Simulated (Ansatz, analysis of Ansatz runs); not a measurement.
# Moving an added hole between O sites in Cr2TeO6 (P4_2/mnm), part 3 of 3

Question: does an added hole stay on the O atom where it is started in Cr2TeO6 (P4_2/mnm), and if so, how high is the barrier for a hop to another O site nearby? Model: a cell of 72 host atoms.

Ansatz 0.2.0; plane-wave PAW DFT, PBEsol+U; relaxation of all atoms of a supercell at fixed charge in a uniform background; PAW set soft_1.

So far. Step 3 (The hole on the first site): The largest changes of the moments are 0.80 μB on O30, 0.05 μB on Cr15 and -0.05 μB on Cr2. The largest part sits on the chosen site. Step 4 (The hole on the second site): The largest changes of the moments are 0.78 μB on O46, 0.08 μB on Cr13 and 0.06 μB on Cr10. The largest part sits on the chosen site.

**5. Points on the line between the two structures**

Level of this step: plane-wave PAW DFT, PBEsol+U; single point of a supercell at fixed charge in a uniform background; PAW set soft_1 (Ansatz).

All atoms move on the straight line between the two relaxed structures, 3.12 amu^1/2 Å long in mass-weighted terms. Each point starts from the state of the point before, once from either end, so that both localised states can be followed; the midpoint is also started with the carrier shared.

Input file A.x0500/input.yaml:

```yaml
crystal:
  lattice:
    - [0.0, 6.44872092, 9.0824512]
    - [6.44871104, 0.0, 9.0824512]
    - [6.44871104, 6.44872092, 0.0]
  atoms:
    - { symbol: Cr, position: [0.419785, 0.414828, 0.084687], spin: 2.0 }
    - { symbol: Cr, position: [0.419465, 0.412717, 0.579929], spin: 2.0 }
[... 12 atom lines left out ...]
    - { symbol: Cr, position: [0.586898, 0.581121, 0.413157], spin: -2.0 }
[... 6 atom lines left out ...]
    - { symbol: Te, position: [0.245425, 0.749908, 0.763412] }
[... 7 atom lines left out ...]
    - { symbol: O, position: [0.399588, 0.603888, 0.598676], spin: 1.0 }
[... 11 atom lines left out ...]
    - { symbol: O, position: [0.422772, 0.734907, 0.764806] }
[... 3 atom lines left out ...]
    - { symbol: O, position: [0.233979, 0.928744, 0.57097] }
[... 19 atom lines left out ...]
    - { symbol: O, position: [0.078542, 0.764661, 0.734281] }
[... 5 atom lines left out ...]
    - { symbol: O, position: [0.575494, 0.765438, 0.92443] }
total_charge: 1
basis:
  ecutwfc: 420
  xc_grid: 2
hamiltonian:
  xc: pbesol
  hubbard:
    sites: [{ species: Cr, l: d, u_eff: 4.0 }, { species: O, l: p, u_eff: 7.0 }]
    projectors: ortho-atomic
  pseudopotentials: { kind: paw, azcp: { folder: soft_1 }, xc_functional: pbe }
kpoints:
  mp_grid: { grid: [1, 1, 1] }
magnetization:
  spin_polarized: true
  initial_magnetization: 1
  spin_locking: { lock_magnetization: hard }
scf:
  occupations: { method: fermi_dirac, width: 0.01 }
  max_iter: 120
  lower_state_search: "off"
output:
  forces: true
  eigenvalues: true
  eigenstates: { localisation: true }
  write_density: true
  write_potential: true
  volumetric_format: npy
checkpoint:
  read: "../A.x0375.run"
  write: "../A.x0500.run"
  compress: false
  write_wavefunctions: true
  write_every: 100000
```

Run with:

```console
$ ansatz run input.yaml --threads 4 --pin off --max-ram 17899MiB --backend cpu --events-out ev --progress --plain --runs-dir out
```

Numbers of over 12 decimals in the logs are rounded to 6 here.

The program printed:

```text
[...]
Warning: checkpoint.read: the run can stay near the saved state's solution: 72 site(s) moved relative to the saved geometry (max |Δs| = 3.491e-3 fractional); [...]
[...]
Crystal: 72 atoms, lattice volume = 755.405 Å³
Basis set: ecut = 420 eV, 14795 PW (Γ), exchange–correlation on 150×150×128 points (8 copies of the dense FFT grid, shifted against one another)
Bands: 392, of which v1, the nominal top of the filled ones, is band 320 counted from 1 (319 counted from 0)
Symmetry: 1 space group operations
[...]
k-points: 1
[...]
Starting moments: Σ|m| = 33 μB on 17 of 72 sites; this step starts from the density that it was given
[...]
iter 1 solved again at ethr=2.71e-6 eV; its pass at ethr=3.10e-3 eV (dr2=1.73e-2 eV) is discarded
[...]
SCF iter  11: F=-135563.345883 eV  HF=-135563.345883 eV  |F-HF|=1.72e-8  |Δ(HF+E_count)|=   2.34e-7  Δρ=3.28e-6 (↑1.54e-6 ↓3.28e-6)  dr2=7.29e-8  dr2_m=1.58e-8  M=1.000 μB ∫|m|=52.523 μB  ethr=1.56e-11  ⟨swp⟩=9.5  Hψ=5196  notcnv=0
SCF 1 converged in 11 iterations: F = -135563.345883 eV  dr2 = 7.29e-8
[...]
SCF converged after 11 iterations
[...]
Magnetization: 1.0000 μB (320.0000 up, 319.0000 down)
Absolute magnetization: 52.6252 μB (∫|ρ↑−ρ↓|, with the PAW one-centre terms)
[...]
Per-site moments (μB) at R_I (Å): [(2.498103, 0.814481), (2.499602, 0.814551), (2.511043, 0.820987), [... 69 left out ...]
Free energy (F): -135563.345883 eV
[...]
Internal energy: -135563.345883 eV  (E = F + TS)
E sigma→0 (E₀):  -135563.345883 eV
Fermi energy:    9.248715 (↑ 9.760876, ↓ 9.248715) eV
[...]
--- Forces (eV/Å), atoms counted from 1 ---
  atom   1  Cr     0.02785388     0.12755606    -0.07426604
  atom   2  Cr    -0.84613162    -0.01524901    -0.95068135
  [... 7 atoms left out ...]
  atom  10  Cr     0.11657325    -0.66582736    -0.69263649
  [... 4 atoms left out ...]
  atom  15  Cr    -0.33694218    -0.13702856     0.66987938
  [... 6 atoms left out ...]
  atom  22  Te     2.88249309    -2.24103437     2.53649935
  [... 7 atoms left out ...]
  atom  30  O     -1.05963806     0.18981295     0.13402112
  [... 2 atoms left out ...]
  atom  33  O     -0.24126495     0.01927860    -0.19221066
  [... 7 atoms left out ...]
  atom  41  O     -0.04261038     0.25706648    -0.10712669
  atom  42  O     -0.34860200     0.46817069    -0.25494063
  [... 3 atoms left out ...]
  atom  46  O     -0.27686285     1.37266552    -1.35551860
  [... 19 atoms left out ...]
  atom  66  O     -0.35166917     0.18538781    -0.13353485
  [... 4 atoms left out ...]
  atom  71  O     -0.32909691     0.07315205    -0.06712376
  [... 1 atom left out ...]
  max |Σ_I F_I| component: 6.82e-5 eV/Å
--- Band table (eV) ---
[...]
Occupation matrices written to <dir>
```

Elapsed: 35 s, on 4 threads of Arm Neoverse V1, shared host; peak memory 2 GiB.

States next to the filling edge at the first k-point, on the run's own zero (eigenstates.tsv). The participation number counts the atoms that a state is spread over, of 72; bands count from 0.

```tsv
spin	band	energy (eV)	occupation	participation	largest share on	share
down	313	8.115	1.00	9.8	Cr16	0.23
down	314	8.159	1.00	8.4	Cr11	0.27
down	315	8.207	1.00	10.8	Cr10	0.21
down	316	8.219	1.00	7.0	Cr14	0.32
down	317	8.273	1.00	8.0	Cr13	0.28
down	318	8.330	1.00	4.8	Cr13	0.42
down	319	10.168	0.00	1.7	O30	0.77
down	320	11.319	0.00	6.3	Cr15	0.37
down	321	11.613	0.00	4.5	Cr15	0.45
down	322	11.640	0.00	13.6	Cr11	0.17
down	323	11.714	0.00	11.2	Cr16	0.21
up	314	8.020	1.00	9.0	Cr6	0.27
up	315	8.111	1.00	8.6	Cr7	0.26
up	316	8.122	1.00	13.0	Cr5	0.16
up	317	8.149	1.00	10.6	Cr7	0.20
up	318	8.165	1.00	10.4	Cr5	0.18
up	319	8.181	1.00	9.0	Cr3	0.23
up	320	11.338	0.00	9.9	Cr2	0.27
up	321	11.564	0.00	10.7	Cr6	0.25
up	322	11.663	0.00	6.2	Cr2	0.36
up	323	11.667	0.00	7.8	Cr2	0.31
up	324	11.935	0.00	3.8	Cr6	0.49
```

Under PBEsol+U (4, 7 eV) at the zone centre alone, the highest filled state is spin down, spread over 5 of 72 atoms, and the lowest empty one, 1.84 eV above it, is spin down, spread over 2 of 72 atoms.

Spin density in the ac plane at fractional y = 0.764, through the centre, with atoms of Te and O within 0.45 Å of it.

Ten even steps from '0' (-8.75 × 1e-2 e/Å³) to '9' (8.50 × 1e-2 e/Å³), each cell a mean:
```
5555555555544445786555555555555
5555555555544444698555555555555
5555555555554444566544555555555
5555555544445544455544455555555
4444555544445654445544555555555
4223455544557964444544555555555
4213455444458864444544555555555
6544555444455544344444455554556
7655555544454443234454555543356
7765555555444433234455555553025
6665555555554444334455555556314
5555555555554444555455555555434
5555555555544445786555555555555
5555555555544444698555555555555
5555555555544444566544555555555
5555555544444544455544455555555
4444555544444554445544555555555
4113555554558865444544555555555
4214555554558864444544555555555
6444555544455544344444455554556
7655555544454433234454555543356
7765555554454433234455555553025
6665555555554444344455555556314
5555555555544444555455555555434
```
Columns run along a (11.1 Å), rows up along c (9.1 Å). Atoms in or near the plane, at fractional coordinates: Te at (0.75, 0.25), Te at (0.75, 0.75), Te at (0.25, 0.25), Te at (0.25, 0.76), O at (0.43, 0.27), O at (0.42, 0.76), O at (0.93, 0.07), O at (0.93, 0.57), O at (0.08, 0.23), O at (0.08, 0.73), O at (0.58, 0.42), O at (0.58, 0.92).

Electrostatic potential energy in the ac plane at fractional y = 0.764, through the centre, with atoms of Te and O within 0.45 Å of it. With pseudopotentials it is smooth inside the atoms' cores, unlike the true potential.

Values in eV, 13 rows by 16 columns, each cell a mean:
```
 14  14  12  13  15  16  15  14  -9 -22   8  14  16  16  15  14
 14  11  -2 -11   3  13  14  14   7 -17  -7  -5   7  15  15  14
 -1  -9 -14  -3 -11  -7 -19   5  14  12 -10  -9 -12   4  14  14
 -2 -26 -13 -11  -7 -11 -17  -5  14  14   0  -8   0 -11  12  14
 11   5   9   2 -10   2  11  11  12  14  13  -1 -15  -7  -4  10
 12  14  16  14  12  12  14  13  12  14  16  15  12   6 -24  -7
 14  15  15  16  15  15  15  14  -2  -4  15  16  16  16   7   5
 14  14  11   9  13  15  15  14  -4 -26  -1   9  14  16  16  14
 10   8  -5 -18  -8   7   0  12  13   1  -9 -18  -8  11  15  15
 -9 -24 -13   1  -2 -11 -25  -5  14  13  -7   0  -2  -5  13  14
  7 -14  -3 -13 -15 -11   2   4  13  14   8 -13 -14 -11  10  13
 12  14  15  10   2   7  13  13  12  14  15  11   2  -2 -21   2
 13  14  16  16  15  15  15  14   9  11  16  16  15  13 -12  -6
```
Columns run along a (11.1 Å; values clipped at the 3rd and 97th percentile), rows up along c (9.1 Å). Atoms in or near the plane, at fractional coordinates: Te at (0.75, 0.25), Te at (0.75, 0.75), Te at (0.25, 0.25), Te at (0.25, 0.76), O at (0.43, 0.27), O at (0.42, 0.76), O at (0.93, 0.07), O at (0.93, 0.57), O at (0.08, 0.23), O at (0.08, 0.73), O at (0.58, 0.42), O at (0.58, 0.92).

Valence density in the ac plane at fractional y = 0.764, through the centre, with atoms of Te and O within 0.45 Å of it. It is the smooth field of the valence electrons, not physical close to the nuclei.

Values in units of 1e0 e/Å³, 13 rows by 16 columns, each cell a mean:
```
0.1 0.1 0.2 0.2 0.1 0.1 0.1 0.2 2.4 5.0 0.7 0.1 0.1 0.1 0.2 0.3
0.2 0.2 0.4 0.8 0.3 0.3 0.3 0.1 0.9 3.6 1.4 0.5 0.2 0.1 0.1 0.1
1.6 2.5 1.2 8.2 4.7 1.3 3.7 1.0 0.1 0.3 0.9 6.2 3.8 0.3 0.1 0.1
1.7 5.8 1.7 5.2 6.8 1.1 3.2 1.9 0.2 0.1 0.4 6.0 8.7 0.9 0.2 0.1
0.3 1.0 0.6 0.3 0.6 0.3 0.3 0.4 0.1 0.1 0.2 0.5 1.1 1.1 1.6 0.5
0.2 0.1 0.1 0.1 0.1 0.1 0.1 0.1 0.2 0.2 0.1 0.1 0.1 0.8 4.7 2.1
0.2 0.1 0.1 0.1 0.0 0.1 0.1 0.2 1.5 2.1 0.3 0.1 0.0 0.1 1.0 1.0
0.1 0.1 0.2 0.3 0.1 0.1 0.1 0.1 2.0 5.9 1.3 0.2 0.1 0.1 0.1 0.1
0.7 0.6 0.5 2.0 0.9 0.7 1.5 0.4 0.3 1.2 1.1 2.0 0.8 0.2 0.1 0.1
2.4 5.1 1.4 8.8 8.3 1.4 4.7 2.0 0.1 0.1 0.7 8.7 8.3 0.6 0.1 0.2
0.8 3.4 1.3 2.1 4.5 0.8 1.1 1.1 0.2 0.1 0.3 2.1 4.6 1.0 0.5 0.2
0.2 0.2 0.2 0.1 0.3 0.2 0.1 0.2 0.1 0.1 0.1 0.2 0.3 1.1 3.7 1.3
0.2 0.1 0.1 0.1 0.1 0.1 0.1 0.1 0.6 0.5 0.1 0.1 0.1 0.4 3.0 1.9
```
Columns run along a (11.1 Å), rows up along c (9.1 Å). Atoms in or near the plane, at fractional coordinates: Te at (0.75, 0.25), Te at (0.75, 0.75), Te at (0.25, 0.25), Te at (0.25, 0.76), O at (0.43, 0.27), O at (0.42, 0.76), O at (0.93, 0.07), O at (0.93, 0.57), O at (0.08, 0.23), O at (0.08, 0.73), O at (0.58, 0.42), O at (0.58, 0.92).

Free energies from the first end:

```tsv
started from	fraction	energy (eV)	moment change on O30 (μB)	on O46 (μB)
first site	0	0.000	0.80	0.00
first site	0.125	0.029	0.80	0.01
first site	0.25	0.115	0.79	0.01
first site	0.375	0.256	0.79	0.01
first site	0.5	0.448	0.78	0.02
first site	0.625	0.690	0.76	0.03
second site	0.875	-0.050	0.01	0.77
second site	0.75	0.032	0.01	0.77
second site	0.625	0.166	0.01	0.76
second site	0.5	0.351	0.02	0.74
second site	0.375	0.584	0.03	0.72
shared	0.5	0.351	0.02	0.74
second site	1	-0.077	0.01	0.78
```

**6. What came out**

| Item | Value |
| --- | --- |
| barrier forward | 0.40 eV |
| barrier backward | 0.48 eV |
| distance of the two sites without the carrier | 2.69 Å |
| carrier at the midpoint | on one site |

What this shows: On this line the hole must cross about 0.40 eV to hop 2.69 Å; the second site lies 0.08 eV lower, and the way back costs 0.48 eV. The top lies between computed points: the barrier is read where straight lines through the two branches cross, near a fraction of 0.47. At the midpoint the lowest state found keeps the carrier on one site, so the two localised curves cross in a cusp. This suggests weak coupling and a hop slower than the barrier alone implies, though U itself penalises the shared state. The start with the carrier shared fell onto one site. With an assumed attempt frequency of 1e13 per second the rate at 300 K would be 2e+06 per second for this barrier, if every crossing succeeded. A straight line need not be the lowest path, so the true barrier at this U can be lower, or higher if the ends can still break their symmetry. A shorter hop, 2.63 Å to O35, was not computed. No run compares the localised hole with one spread in the band, so its binding is unknown and the barrier may exceed it. The magnetic order was assumed and need not be the ground state. The total moment is locked, so a carrier of the other spin direction was not tried. The program's search for lower electronic states was switched off in all runs, so that each state is followed; none is shown to be the lowest at its structure. No image-charge correction is applied; it nearly cancels along the line while the charge stays localised. Limits: sampling at the zone centre alone can move energies of charged and open-shell states by tenths of an eV or more in cells of this size; gap and trapping depend on the U chosen (Cr d 4.0 eV, O p 7.0 eV); spin–orbit coupling, which can matter with heavy atoms, is left out.

[Logs are printed without paths, hosts, clocks, repeated set-up lines and the standing remarks that a program may print on its own settings, such as how far it seeks lower states.]

[Hosts, paths, dates, database ids (printed as entryN), source tags and the programs' standing remarks are cut or masked in the printed files.]
